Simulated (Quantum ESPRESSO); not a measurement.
## TiC (Fm-3m): zone-centre phonons

Aim: the zone-centre modes of TiC (Fm-3m).

Program: Quantum ESPRESSO 7.5. Level of theory: DFT PBEsol, scalar-relativistic, plane waves, PseudoDojo norm-conserving pseudopotentials. Results are calculated unless marked as measured.

The database entry behind the starting cell differs from later determinations by our own check (0.1 to 0.3 % short, probably kX units), so it need not match the best structure at ambient conditions.

## (1) The structure

Symmetry: Fm-3m, No. 225, cubic system. The conventional cell has a = 4.319 Å, b = 4.319 Å, c = 4.319 Å, α = 90.00°, β = 90.00°, γ = 90.00°. Nearest to Ti lie 6 C at 2.16 Å. Nearest to C lie 6 Ti at 2.16 Å. Farther neighbours are not listed.

Coordinates:

```cif
data_structure
_symmetry_space_group_name_H-M 'Fm-3m'
_symmetry_Int_Tables_number 225
_cell_length_a 4.3186
_cell_length_b 4.3186
_cell_length_c 4.3186
_cell_angle_alpha 90.000
_cell_angle_beta 90.000
_cell_angle_gamma 90.000
_cell_volume 80.54
loop_
_atom_site_label
_atom_site_type_symbol
_atom_site_symmetry_multiplicity
_atom_site_Wyckoff_symbol
_atom_site_fract_x
_atom_site_fract_y
_atom_site_fract_z
_atom_site_occupancy
Ti1 Ti 4 a 0.00000 0.00000 0.00000 1
C1 C 4 b 0.00000 0.50000 0.00000 1
```

## (2) A first look

A cheap run with smearing and empty bands tells whether the crystal has a gap, which decides between fixed occupations and smearing later on.

File probe.in:

```
&CONTROL
  calculation = 'scf'
  prefix      = 'x'
  outdir      = './tmp'
  pseudo_dir  = './pseudo'
  tprnfor     = .true.
  tstress     = .true.
  verbosity   = 'high'
/
&SYSTEM
  ibrav       = 2
  celldm(1)   = 8.16097124
  nat         = 2
  ntyp        = 2
  ecutwfc     = 92.0
  occupations = 'smearing'
  smearing    = 'gaussian'
  degauss     = 0.01
/
&ELECTRONS
  conv_thr         = 1.0d-07
  mixing_beta      = 0.7
  electron_maxstep = 100
/
ATOMIC_SPECIES
 Ti     47.8670  Ti.upf
 C      12.0110  C.upf
ATOMIC_POSITIONS crystal
 Ti     0.000000000   0.000000000   0.000000000
 C      0.500000000   0.500000000   0.500000000
K_POINTS automatic
 8 8 8 0 0 0
```

Run with:

```sh
OMP_NUM_THREADS=1 mpirun -n 8 pw.x -nk 8 -in probe.in > probe.out
```

The log of the run:

```text
[banners, grids, parts of the stress and lines that vanish by symmetry left out]
Program PWSCF v.7.5
     bravais-lattice index     =            2
     lattice parameter (alat)  =       8.1610  a.u.
[...]
kinetic-energy cutoff     =      92.0000  Ry
     charge density cutoff     =     368.0000  Ry
     scf convergence threshold =      1.0E-07
[...]
Exchange-correlation= PBESOL
                           (   1   4  10   8   0   0   0)
[...]
48 Sym. Ops., with inversion, found
[...]
(     0          1          0      )
                  (     0          0          1      )
[...]
(  0.0000000  1.0000000  0.0000000 )
                  (  0.0000000  0.0000000  1.0000000 )
[...]
(     1          0         -1      )
                  (     0          0         -1      )
[...]
(  0.0000000 -1.0000000  0.0000000 )
[...]
(     0          1         -1      )
                  (     0          1          0      )
[...]
( -1.0000000  0.0000000  0.0000000 )
                  (  0.0000000  1.0000000  0.0000000 )
[...]
number of k points=    29  Gaussian smearing, width (Ry)=  0.0100
[...]
End of self-consistent calculation
[...]
the Fermi energy is    14.7272 ev
!    total energy              =    -130.74777741 Ry
[...]
convergence has been achieved in  12 iterations
[...]
atom    1 type  1   force =     0.00000000    0.00000000    0.00000000
     atom    2 type  2   force =     0.00000000   -0.00000000    0.00000000
[...]
Total force =     0.000000     Total SCF correction =     0.000000
[...]
total   stress  (Ry/bohr**3)                   (kbar)     P=      -42.59
[...]
XML data file, charge density, pseudopotentials, collected wavefunctions

   JOB DONE.
```

Wall time 3.2 s (8 MPI ranks of Arm Neoverse V1, shared host); 25 s of CPU time.

Read from the output:

| Item | Value |
| --- | --- |
| volume per atom | 10.07 Å³ |
| pressure | -4.259 GPa |
| gap on the k-mesh | 0 eV |

No gap opens on this mesh, so smearing is kept; the start stands at -4.3 GPa.

## (3) Relaxing the cell and atoms

The relaxation runs at a cutoff a fifth above that of the response, since stress converges more slowly with the basis than frequencies do. Forces and stress are brought to rest with tight thresholds.

File relax.in:

```
&CONTROL
  calculation   = 'vc-relax'
  prefix        = 'x'
  outdir        = './tmp'
  pseudo_dir    = './pseudo'
  tprnfor       = .true.
  tstress       = .true.
  forc_conv_thr = 2.0d-05
  etot_conv_thr = 1.0d-07
  nstep         = 40
/
&SYSTEM
  ibrav       = 2
  celldm(1)   = 8.16097124
  nat         = 2
  ntyp        = 2
  ecutwfc     = 110
  occupations = 'smearing'
  smearing    = 'mv'
  degauss     = 0.02
/
&ELECTRONS
  conv_thr         = 1.0d-11
  mixing_beta      = 0.7
  electron_maxstep = 100
/
&IONS
/
&CELL
  press_conv_thr = 0.2
/
ATOMIC_SPECIES
 Ti     47.8670  Ti.upf
 C      12.0110  C.upf
ATOMIC_POSITIONS crystal
 Ti     0.000000000   0.000000000   0.000000000
 C      0.500000000   0.500000000   0.500000000
K_POINTS automatic
 14 14 14 0 0 0
```

Run with:

```sh
OMP_NUM_THREADS=1 mpirun -n 8 pw.x -nk 8 -in relax.in > relax.out
```

The log of the run:

```text
[banners, grids, parts of the stress and lines that vanish by symmetry left out]
[banner, memory and clock lines left out]
Program PWSCF v.7.5

[...]
kinetic-energy cutoff     =     110.0000  Ry
     charge density cutoff     =     440.0000  Ry
     scf convergence threshold =      1.0E-11
[...]
energy convergence thresh.=      1.0E-07
     force convergence thresh. =      2.0E-05
     press convergence thresh. =      2.0E-01
     Exchange-correlation= PBESOL
                           (   1   4  10   8   0   0   0)
[...]
48 Sym. Ops., with inversion, found
[...]
number of k points=   104  Marzari-Vanderbilt smearing, width (Ry)=  0.0200
[...]
End of self-consistent calculation
[...]
the Fermi energy is    14.7583 ev
!    total energy              =    -130.74783064 Ry
[...]
convergence has been achieved in  24 iterations
[...]
atom    1 type  1   force =     0.00000000   -0.00000000    0.00000000
     atom    2 type  2   force =    -0.00000000    0.00000000   -0.00000000
     Total force =     0.000000     Total SCF correction =     0.000000
[...]
total   stress  (Ry/bohr**3)                   (kbar)     P=      -43.32
[...]
number of bfgs steps    =   0
[...]
CELL_PARAMETERS (alat=  8.16097124)
[...]
ATOMIC_POSITIONS (crystal)
Ti               0.0000000000        0.0000000000       -0.0000000000
C                0.5000000000        0.5000000000        0.5000000000
[...]
New effective cutoffs (rho, wfc):  445.17  111.64
[...]
End of self-consistent calculation
[...]
the Fermi energy is    15.1457 ev
!    total energy              =    -130.74813131 Ry
[...]
convergence has been achieved in   9 iterations
[...]
atom    1 type  1   force =    -0.00000000   -0.00000000    0.00000000
     atom    2 type  2   force =     0.00000000    0.00000000   -0.00000000
     Total force =     0.000000     Total SCF correction =     0.000000
[...]
total   stress  (Ry/bohr**3)                   (kbar)     P=       14.71
[...]
number of bfgs steps    =   1
[...]
CELL_PARAMETERS (alat=  8.16097124)
[...]
ATOMIC_POSITIONS (crystal)
Ti               0.0000000000        0.0000000000       -0.0000000000
C                0.5000000000        0.5000000000        0.5000000000
[...]
New effective cutoffs (rho, wfc):  443.52  111.22
[...]
End of self-consistent calculation
[...]
the Fermi energy is    15.0476 ev
!    total energy              =    -130.74816731 Ry
[...]
convergence has been achieved in  11 iterations
[...]
atom    1 type  1   force =     0.00000000    0.00000000    0.00000000
     atom    2 type  2   force =     0.00000000    0.00000000    0.00000000
     Total force =     0.000000     Total SCF correction =     0.000000
[...]
total   stress  (Ry/bohr**3)                   (kbar)     P=       -0.37
[...]
number of bfgs steps    =   2
[...]
CELL_PARAMETERS (alat=  8.16097124)
[...]
ATOMIC_POSITIONS (crystal)
Ti               0.0000000000        0.0000000000       -0.0000000000
C                0.5000000000        0.5000000000        0.5000000000
[...]
New effective cutoffs (rho, wfc):  443.56  111.23
[...]
End of self-consistent calculation
[...]
the Fermi energy is    15.0500 ev
!    total energy              =    -130.74816733 Ry
[...]
convergence has been achieved in   7 iterations
[...]
atom    1 type  1   force =     0.00000000    0.00000000   -0.00000000
     atom    2 type  2   force =    -0.00000000   -0.00000000    0.00000000
     Total force =     0.000000     Total SCF correction =     0.000000
[...]
total   stress  (Ry/bohr**3)                   (kbar)     P=       -0.00
[...]
bfgs converged in   4 scf cycles and   3 bfgs steps
[...]
End of BFGS Geometry Optimization
     Final enthalpy           =    -130.7481673305 Ry
     File ./tmp/x.bfgs deleted, as requested
[...]
CELL_PARAMETERS (alat=  8.16097124)
[...]
ATOMIC_POSITIONS (crystal)
Ti               0.0000000000        0.0000000000       -0.0000000000
C                0.5000000000        0.5000000000        0.5000000000
[...]
Final scf calculation at the relaxed structure.
[...]
kinetic-energy cutoff     =     110.0000  Ry
     charge density cutoff     =     440.0000  Ry
     scf convergence threshold =      1.0E-13
[...]
press convergence thresh. =      2.0E-01
     Exchange-correlation= PBESOL
                           (   1   4  10   8   0   0   0)
[...]
48 Sym. Ops., with inversion, found
[...]
number of k points=   104  Marzari-Vanderbilt smearing, width (Ry)=  0.0200
[...]
c_bands:  1 eigenvalues not converged
[...]
End of self-consistent calculation
[...]
the Fermi energy is    15.0500 ev
!    total energy              =    -130.74816592 Ry
[...]
convergence has been achieved in  19 iterations
[...]
atom    1 type  1   force =    -0.00000000    0.00000000    0.00000000
     atom    2 type  2   force =     0.00000000   -0.00000000   -0.00000000
     Total force =     0.000000     Total SCF correction =     0.000000
[...]
total   stress  (Ry/bohr**3)                   (kbar)     P=       -0.00
[...]
XML data file, charge density, pseudopotentials, collected wavefunctions
```

It took 52 s on 8 MPI ranks; 6.9 min of CPU time.

Step by step:

```tsv
step	energy less that of the first step (eV)	largest force (eV/Å)	pressure (GPa)	volume (Å³)
1	0.0000	0.0000	-4.33	20.14
2	-0.0041	0.0000	1.47	19.69
3	-0.0046	0.0000	-0.04	19.80
4	-0.0046	0.0000	0.00	19.80
5	-0.0046	0.0000	0.00	19.80
```

```tsv
conventional cell, symmetrised	before	after	change
a (Å)	4.319	4.295	-0.6 %
b (Å)	4.319	4.295	-0.6 %
c (Å)	4.319	4.295	-0.6 %
volume (Å³/atom)	10.07	9.90	-1.7 %
```

Final coordinates:

```cif
data_structure
_symmetry_space_group_name_H-M 'P 1'
_symmetry_Int_Tables_number 1
_cell_length_a 3.0367
_cell_length_b 3.0367
_cell_length_c 3.0367
_cell_angle_alpha 60.000
_cell_angle_beta 60.000
_cell_angle_gamma 60.000
_cell_volume 19.80
loop_
_atom_site_label
_atom_site_type_symbol
_atom_site_fract_x
_atom_site_fract_y
_atom_site_fract_z
_atom_site_occupancy
Ti1 Ti 0.00000 0.00000 0.00000 1
C2 C 0.50000 0.50000 0.50000 1
```

The last row of the table of steps is pw.x's closing run on a basis chosen anew for the final cell, so its energy can jump.

Numbers from this step:

* volume per atom: 9.901 Å³
* pressure: 0 GPa

The volume changes by -1.7 % from the cell with which this run began.

## (4) Ground state

Perturbation theory inherits every error of the wavefunctions, so the threshold is set near the limit of the arithmetic. Smearing stays on, as the first look found no gap above 0.3 eV.

File scf.in:

```
&CONTROL
  calculation = 'scf'
  prefix      = 'x'
  outdir      = './tmp'
  pseudo_dir  = './pseudo'
  tprnfor     = .true.
  tstress     = .true.
/
&SYSTEM
  ibrav       = 2
  celldm(1)   = 8.11557463
  nat         = 2
  ntyp        = 2
  ecutwfc     = 92.0
  occupations = 'smearing'
  smearing    = 'mv'
  degauss     = 0.02
/
&ELECTRONS
  conv_thr         = 1.0d-12
  mixing_beta      = 0.7
  electron_maxstep = 100
/
ATOMIC_SPECIES
 Ti     47.8670  Ti.upf
 C      12.0110  C.upf
ATOMIC_POSITIONS crystal
 Ti     0.000000000   0.000000000   0.000000000
 C      0.500000000   0.500000000   0.500000000
K_POINTS automatic
 16 16 16 0 0 0
```

Run with:

```sh
OMP_NUM_THREADS=1 mpirun -n 8 pw.x -nk 8 -in scf.in > scf.out
```

The log of the run:

```text
[banners, grids, parts of the stress and lines that vanish by symmetry left out]
[banner, memory and clock lines left out]
Program PWSCF v.7.5

[...]
kinetic-energy cutoff     =      92.0000  Ry
     charge density cutoff     =     368.0000  Ry
     scf convergence threshold =      1.0E-12
[...]
Exchange-correlation= PBESOL
                           (   1   4  10   8   0   0   0)
[...]
48 Sym. Ops., with inversion, found
[...]
number of k points=   145  Marzari-Vanderbilt smearing, width (Ry)=  0.0200
[...]
End of self-consistent calculation
[...]
the Fermi energy is    15.0633 ev
!    total energy              =    -130.74816067 Ry
[...]
convergence has been achieved in  22 iterations
[...]
atom    1 type  1   force =     0.00000000    0.00000000    0.00000000
     atom    2 type  2   force =     0.00000000    0.00000000    0.00000000
     Total force =     0.000000     Total SCF correction =     0.000000
[...]
total   stress  (Ry/bohr**3)                   (kbar)     P=        0.12
[...]
XML data file, charge density, pseudopotentials, collected wavefunctions
```

The job ended after 17 s (8 MPI ranks; 2.3 min of CPU time).

This step gave:

| Quantity | Value |
| --- | --- |
| pressure | 0.01200 GPa |

The cell stands at 0.012 GPa, close enough for phonons.

## (5) Zone-centre response

At q = 0 one unit cell holds all displacements; symmetry groups them into irreducible representations that are solved one by one. With smeared occupations no response to a homogeneous field can be asked.

File ph.in:

```
phonons
&INPUTPH
  prefix       = 'x'
  outdir       = './tmp'
  fildyn       = 'g.dyn'
  tr2_ph       = 1.0d-18
  alpha_mix(1) = 0.4
  nmix_ph      = 8
/
0.000000000000 0.000000000000 0.000000000000
```

Run with:

```sh
OMP_NUM_THREADS=1 mpirun -n 8 ph.x -nk 8 -in ph.in > ph.out
```

The log of the run:

```text
[banners, grids, parts of the stress and lines that vanish by symmetry left out]
[banner, memory and clock lines left out]
Program PHONON v.7.5

     ./tmp/x.save/

     IMPORTANT: XC functional enforced from input :
     Exchange-correlation= PBESOL
                           (   1   4  10   8   0   0   0)
     Any further DFT definition will be discarded
     Please, verify this is what you really want

     G-vector sticks info

     Reading collected, re-writing distributed wavefunctions in ./tmp/

     Number and degeneracy of irreps per q-point
       N         xq(1)         xq(2)         xq(3)   N irreps
       1   0.000000000   0.000000000   0.000000000       2
        3   3

     Calculation of q =    0.0000000   0.0000000   0.0000000

     phonons

     bravais-lattice index     =            2
     lattice parameter (alat)  =       8.1156  a.u.
     unit-cell volume          =     133.6281 (a.u.)^3
     number of atoms/cell      =            2
     number of atomic types    =            2
     kinetic-energy cut-off    =      92.0000  Ry
     charge density cut-off    =     368.0000  Ry
     convergence threshold     =      1.0E-18
     beta                      =       0.4000
     number of iterations used =            8
     Exchange-correlation= PBESOL
                           (   1   4  10   8   0   0   0)

     celldm(1)=    8.11557  celldm(2)=    0.00000  celldm(3)=    0.00000
     celldm(4)=    0.00000  celldm(5)=    0.00000  celldm(6)=    0.00000

     crystal axes: (cart. coord. in units of alat)
               a(1) = ( -0.5000  0.0000  0.5000 )
               a(2) = (  0.0000  0.5000  0.5000 )
               a(3) = ( -0.5000  0.5000  0.0000 )

     reciprocal axes: (cart. coord. in units 2 pi/alat)
               b(1) = ( -1.0000 -1.0000  1.0000 )
               b(2) = (  1.0000  1.0000  1.0000 )
               b(3) = ( -1.0000  1.0000 -1.0000 )

     Atoms inside the unit cell:

     Cartesian axes

     site n.  atom      mass           positions (alat units)
        1  Ti     47.8670   tau(    1) = (    0.00000    0.00000    0.00000  )
        2  C      12.0110   tau(    2) = (   -0.50000    0.50000    0.50000  )

     Computing dynamical matrix for
                    q = (   0.0000000   0.0000000   0.0000000 )

     49 Sym.Ops. (with q -> -q+G )

     G cutoff =  613.9410  (  16049 G-vectors)     FFT grid: ( 36, 36, 36)

     number of k points=   145  Marzari-Vanderbilt smearing, width (Ry)=  0.0200

     PseudoPot. # 1 for Ti read from file:
     ./pseudo/Ti.upf
     Pseudo is Norm-conserving + core correction, Zval = 12.0
     Using radial grid of 1586 points,  6 beta functions with:
                l(1) =   0
                l(2) =   0
                l(3) =   1
                l(4) =   1
                l(5) =   2
                l(6) =   2

     PseudoPot. # 2 for C  read from file:
     ./pseudo/C.upf
     Pseudo is Norm-conserving + core correction, Zval =  4.0
     Using radial grid of 1248 points,  4 beta functions with:
                l(1) =   0
                l(2) =   0
                l(3) =   1
                l(4) =   1

     Mode symmetry, O_h (m-3m)  point group:

     Atomic displacements:
     There are    2 irreducible representations

     Representation     1      3 modes -  To be done

     Representation     2      3 modes -  To be done

     Alpha used in Ewald sum =   2.8000

     Representation #   1 modes #   1   2   3

     Self-consistent Calculation
      iter #   1   av.it.:   7.5
      thresh= 1.000E-02 alpha_mix =  0.400 |ddv_scf|^2 =  1.975E-07
      iter #   2   av.it.:  13.9
      thresh= 4.444E-05 alpha_mix =  0.400 |ddv_scf|^2 =  2.444E-08
      iter #   3   av.it.:  14.2
      thresh= 1.563E-05 alpha_mix =  0.400 |ddv_scf|^2 =  4.180E-10
      iter #   4   av.it.:  14.3
      thresh= 2.045E-06 alpha_mix =  0.400 |ddv_scf|^2 =  3.079E-11
      iter #   5   av.it.:  14.4
      thresh= 5.549E-07 alpha_mix =  0.400 |ddv_scf|^2 =  1.218E-13
      iter #   6   av.it.:  13.7
      thresh= 3.491E-08 alpha_mix =  0.400 |ddv_scf|^2 =  3.373E-14
      iter #   7   av.it.:  14.5
      thresh= 1.837E-08 alpha_mix =  0.400 |ddv_scf|^2 =  6.060E-17
      iter #   8   av.it.:  15.3
      thresh= 7.784E-10 alpha_mix =  0.400 |ddv_scf|^2 =  1.313E-18
      iter #   9   av.it.:  15.1
      thresh= 1.146E-10 alpha_mix =  0.400 |ddv_scf|^2 =  1.013E-19

     End of self-consistent calculation

     Convergence has been achieved

     Representation #   2 modes #   4   5   6

     Self-consistent Calculation
      iter #   1   av.it.:   9.7
      thresh= 1.000E-02 alpha_mix =  0.400 |ddv_scf|^2 =  4.492E-06
      iter #   2   av.it.:  13.9
      thresh= 2.119E-04 alpha_mix =  0.400 |ddv_scf|^2 =  2.777E-07
      iter #   3   av.it.:  14.2
      thresh= 5.269E-05 alpha_mix =  0.400 |ddv_scf|^2 =  4.487E-09
      iter #   4   av.it.:  15.1
      thresh= 6.699E-06 alpha_mix =  0.400 |ddv_scf|^2 =  2.925E-11
      iter #   5   av.it.:  14.3
      thresh= 5.409E-07 alpha_mix =  0.400 |ddv_scf|^2 =  4.668E-12
      iter #   6   av.it.:  14.4
      thresh= 2.161E-07 alpha_mix =  0.400 |ddv_scf|^2 =  1.918E-13
      iter #   7   av.it.:  15.2
      thresh= 4.380E-08 alpha_mix =  0.400 |ddv_scf|^2 =  4.827E-16
      iter #   8   av.it.:  13.3
      thresh= 2.197E-09 alpha_mix =  0.400 |ddv_scf|^2 =  8.563E-17
      iter #   9   av.it.:  14.0
      thresh= 9.254E-10 alpha_mix =  0.400 |ddv_scf|^2 =  2.086E-19

     End of self-consistent calculation

     Convergence has been achieved

     Number of q in the star =    1
     List of q in the star:
          1   0.000000000   0.000000000   0.000000000

     Diagonalizing the dynamical matrix

     q = (    0.000000000   0.000000000   0.000000000 )

 **************************************************************************
     freq (    1) =      -0.375938 [THz] =     -12.539937 [cm-1]
     freq (    2) =      -0.375938 [THz] =     -12.539937 [cm-1]
     freq (    3) =      -0.375938 [THz] =     -12.539937 [cm-1]
     freq (    4) =      16.195988 [THz] =     540.239997 [cm-1]
     freq (    5) =      16.195988 [THz] =     540.239997 [cm-1]
     freq (    6) =      16.195988 [THz] =     540.239997 [cm-1]
 **************************************************************************

     Mode symmetry, O_h (m-3m)  point group:

     freq (   1-   3) =        -12.5  [cm-1]   --> T_1u G_15  G_4- I
     freq (   4-   6) =        540.2  [cm-1]   --> T_1u G_15  G_4- I
```

The job ended after 2.1 min (8 MPI ranks; 17 min of CPU time).

This step gave:

```yaml
largest_acoustic_frequency_at_the_zone_centre_before_the_sum_rule: -12.54 cm⁻¹
highest_optical_zone_centre_mode_no_lo_to_term: 540.2 cm⁻¹
lowest_optical_zone_centre_mode: 540.2 cm⁻¹
```

The acoustic modes at Γ come out as far as 12.5 cm⁻¹ from zero, where they should vanish, a sizeable error of basis and grid or of the response kernel of this functional.

(Part 1 of 2 ends here.)

[Host names and launcher messages were left out of these logs when they were recorded.]

[Logs are printed without paths, hosts, clocks, repeated set-up lines and the standing remarks that a program may print on its own settings, such as how far it seeks lower states.]

[Hosts, paths, dates, database ids (printed as entryN), source tags and the programs' standing remarks are cut or masked in the printed files.]
